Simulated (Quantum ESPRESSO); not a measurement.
# ZnS (F-43m): the optical phonon under strain

Aim: the phonon deformation potentials p and q of ZnS (F-43m), tested on a biaxially strained cell.

Program: Quantum ESPRESSO 7.5. Level of theory: DFT LDA, scalar-relativistic, plane waves, PseudoDojo norm-conserving pseudopotentials. Results are calculated unless marked as measured.

The database entry behind the starting cell differs from later determinations by our own check (about 0.1 % short), so it need not match the best structure at ambient conditions.

### 1. Set-up

Symmetry: F-43m, No. 216, cubic system. The conventional cell has a = 5.297 Å, b = 5.297 Å, c = 5.297 Å, α = 90.00°, β = 90.00°, γ = 90.00°. Nearest to Zn lie 4 S at 2.29 Å. Nearest to S lie 4 Zn at 2.29 Å. Farther neighbours and most contacts between anions are not listed.

This is the cell after its relaxation at this level of theory, not the database cell from which that began.

### 2. Uniaxial strain

The relaxed cell is stretched along z alone. This keeps all atoms on sites fixed by symmetry and splits the threefold mode into a singlet, polarised along z, and a doublet. The macroscopic field is left out, so these are transverse modes. Cutoff 92 Ry, k mesh 12×12×12.

From the response at ε_zz = 0.01:

Log:

```text
[banners, grids, parts of the stress and lines that vanish by symmetry left out]
Program PHONON v.7.5
     Reading xml data from directory:

[...]
Exchange-correlation= PW
                           (   1   4   0   0   0   0   0)
[...]
kinetic-energy cut-off    =      92.0000  Ry
     charge density cut-off    =     368.0000  Ry
     convergence threshold     =      1.0E-18
[...]
Exchange-correlation= PW
                           (   1   4   0   0   0   0   0)
[...]
q = (   0.0000000   0.0000000   0.0000000 )
      9 Sym.Ops. (with q -> -q+G )
     G cutoff =  471.7779  (  30299 G-vectors)     FFT grid: ( 45, 45, 45)
     number of k points=   163
[...]
Mode symmetry, D_2d (-42m) point group:
[...]
Representation #   1 mode #   1
[...]
End of self-consistent calculation
     Convergence has been achieved
     Representation #   2 mode #   2
[...]
End of self-consistent calculation
     Convergence has been achieved
     Representation #   3 modes #   3   4
[...]
End of self-consistent calculation
     Convergence has been achieved
     Representation #   4 modes #   5   6
[...]
End of self-consistent calculation
     Convergence has been achieved
[...]
q = (    0.000000000   0.000000000   0.000000000 )
[...]
freq (    1) =      -0.068906 [THz] =      -2.298456 [cm-1]
     freq (    2) =      -0.068906 [THz] =      -2.298456 [cm-1]
     freq (    3) =      -0.065139 [THz] =      -2.172801 [cm-1]
     freq (    4) =       8.564860 [THz] =     285.692964 [cm-1]
     freq (    5) =       8.564860 [THz] =     285.692964 [cm-1]
     freq (    6) =       8.604691 [THz] =     287.021589 [cm-1]
[...]
Mode symmetry, D_2d (-42m) point group:
     freq (   1-   2) =         -2.3  [cm-1]   --> E    X_5  W_3   I+R
     freq (   3-   3) =         -2.2  [cm-1]   --> B_2  X_3  W_2   I+R
     freq (   4-   5) =        285.7  [cm-1]   --> E    X_5  W_3   I+R
     freq (   6-   6) =        287.0  [cm-1]   --> B_2  X_3  W_2   I+R

   JOB DONE.
```

| ε_zz | singlet (cm⁻¹) | doublet (cm⁻¹) | σ_zz (GPa) | σ_xx (GPa) |
| --- | --- | --- | --- | --- |
| -0.01 | 295.23 | 296.77 | -1.143 | -0.733 |
| -0.005 | 293.24 | 293.98 | -0.568 | -0.360 |
| 0 | 291.19 | 291.19 | 0.001 | 0.001 |
| 0.005 | 289.12 | 288.43 | 0.564 | 0.351 |
| 0.01 | 287.02 | 285.69 | 1.120 | 0.688 |

Stress is counted positive in tension.

### 3. The fit

To first order ω² − ω₀² = p ε_zz + q (ε_xx + ε_yy) for the mode along z, and likewise for x and y. With ε_zz alone the singlet gives p and the doublet q.

The linear terms of parabolas through ω² are p = -2.82 ω₀² and q = -3.81 ω₀², with ω₀ = 291.2 cm⁻¹. Those of the stresses are C11 = 113 GPa and C12 = 71 GPa. Under hydrostatic strain p and q imply γ = −(p + 2q)/(6 ω₀²) = 1.74.

A layer held to an in-plane strain ε and free along z takes ε_zz = −2 (C12/C11) ε = -1.256 ε. To first order the singlet then shifts by (q − p C12/C11) ε / ω₀ = -593 ε cm⁻¹. For ε = -0.006, ε_zz = 0.00754, the formulas for ω² predict 294.72 cm⁻¹ for the singlet and 292.80 cm⁻¹ for the doublet.

### 4. A biaxially strained cell

This run was no part of the fit.

Log:

```text
[banners, grids, parts of the stress and lines that vanish by symmetry left out]
[banner, memory and clock lines left out]
Program PHONON v.7.5

[...]
Exchange-correlation= PW
                           (   1   4   0   0   0   0   0)
[...]
kinetic-energy cut-off    =      92.0000  Ry
     charge density cut-off    =     368.0000  Ry
     convergence threshold     =      1.0E-18
[...]
Exchange-correlation= PW
                           (   1   4   0   0   0   0   0)
[...]
q = (   0.0000000   0.0000000   0.0000000 )
      9 Sym.Ops. (with q -> -q+G )
     G cutoff =  467.8247  (  29819 G-vectors)     FFT grid: ( 45, 45, 45)
     number of k points=   163
[...]
Mode symmetry, D_2d (-42m) point group:
[...]
Representation #   1 mode #   1
[...]
End of self-consistent calculation
     Convergence has been achieved
     Representation #   2 mode #   2
[...]
End of self-consistent calculation
     Convergence has been achieved
     Representation #   3 modes #   3   4
[...]
End of self-consistent calculation
     Convergence has been achieved
     Representation #   4 modes #   5   6
[...]
End of self-consistent calculation
     Convergence has been achieved
[...]
q = (    0.000000000   0.000000000   0.000000000 )
[...]
freq (    1) =      -0.084607 [THz] =      -2.822194 [cm-1]
     freq (    2) =      -0.084607 [THz] =      -2.822194 [cm-1]
     freq (    3) =      -0.080354 [THz] =      -2.680304 [cm-1]
     freq (    4) =       8.775932 [THz] =     292.733594 [cm-1]
     freq (    5) =       8.775932 [THz] =     292.733594 [cm-1]
     freq (    6) =       8.836927 [THz] =     294.768160 [cm-1]
[...]
Mode symmetry, D_2d (-42m) point group:
     freq (   1-   2) =         -2.8  [cm-1]   --> E    X_5  W_3   I+R
     freq (   3-   3) =         -2.7  [cm-1]   --> B_2  X_3  W_2   I+R
     freq (   4-   5) =        292.7  [cm-1]   --> E    X_5  W_3   I+R
     freq (   6-   6) =        294.8  [cm-1]   --> B_2  X_3  W_2   I+R
```

| mode | predicted (cm⁻¹) | run (cm⁻¹) |
| --- | --- | --- |
| singlet | 294.72 | 294.77 |
| doublet | 292.80 | 292.73 |

The stress along z is 0.006 GPa and that in the plane -0.576 GPa; the unstrained cell carries 0.001 GPa.

### 5. Results

| Item | Value |
| --- | --- |
| p (in units of the squared frequency) | -2.821 |
| q (same units) | -3.807 |
| shift of the singlet per unit of biaxial strain | -593 cm⁻¹ |
| C11 and C12 | 113 and 71 GPa |

In words: To first order, one per cent of tensile biaxial strain moves the singlet of ZnS (F-43m) by -5.9 cm⁻¹ and the doublet by -2.7 cm⁻¹; the formulas miss the test run by up to 0.07 cm⁻¹. In backscattering from (001) the mode polarised along z is the one seen in diamond and zinc-blende crystals; in a polar crystal it is the LO mode, whose potentials differ somewhat from these. The third potential, r, needs shear strain and a relaxation of the atoms, which was not run. These are harmonic values at zero temperature.

[Host names and launcher messages were left out of these logs when they were recorded.]

[Logs are printed without paths, hosts, clocks, repeated set-up lines and the standing remarks that a program may print on its own settings, such as how far it seeks lower states.]

[Hosts, paths, dates, database ids (printed as entryN), source tags and the programs' standing remarks are cut or masked in the printed files.]
